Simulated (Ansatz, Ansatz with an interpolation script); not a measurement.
Rows from a G0W0 calculation on AcOCl (P4/nmm) (Ansatz 0.2.0; G0W0 on LDA, plane waves, PAW; PAW set ansatz+soft_1; 4×4×2 mesh, 533 empty bands, screening to 150 eV, PAW set soft_1 files), in eV. Spin-orbit coupling is left out.

The database entry behind the starting cell is an old determination (1949), so it need not match the best structure at ambient conditions.

| row | k | band | start | Σx | Σc at the solution | Vxc |
| --- | --- | --- | --- | --- | --- | --- |
| A | Γ | c1 | 12.965 | -5.748 | -4.116 | -10.817 |
| B | (0.250, 0.250, -0.500) | c1 | 14.850 | -7.104 | -4.498 | -12.634 |
| C | Γ | v3 | 8.458 | -22.642 | 3.281 | -18.358 |
| D | (0.250, 0.250, -0.500) | v2 | 8.595 | -23.782 | 3.604 | -19.338 |
| E | Γ | v1 | 8.879 | -24.458 | 3.839 | -19.864 |
| F | (0.250, 0.250, -0.500) | v1 | 8.894 | -25.090 | 4.125 | -20.317 |

**Question.** Give the quasiparticle energies and the shift of each level.

The quasiparticle equation reads E = start + Σx + Σc(E) − Vxc.

| row | E (eV) | shift (eV) |
| --- | --- | --- |
| A | 13.918 | +0.953 |
| B | 15.881 | +1.031 |
| C | 7.455 | −1.003 |
| D | 7.755 | −0.840 |
| E | 8.124 | −0.755 |
| F | 8.246 | −0.648 |

The gap over the computed points goes from 4.06 eV to 5.67 eV.

Limits: not at the basis limit; f levels unsure; no spin-orbit coupling; coarse k mesh.

[Runs of the session that timed out or met a known fault of the program may be left out.]

[Hosts, paths, dates, database ids (printed as entryN), source tags and the programs' standing remarks are cut or masked in the printed files.]
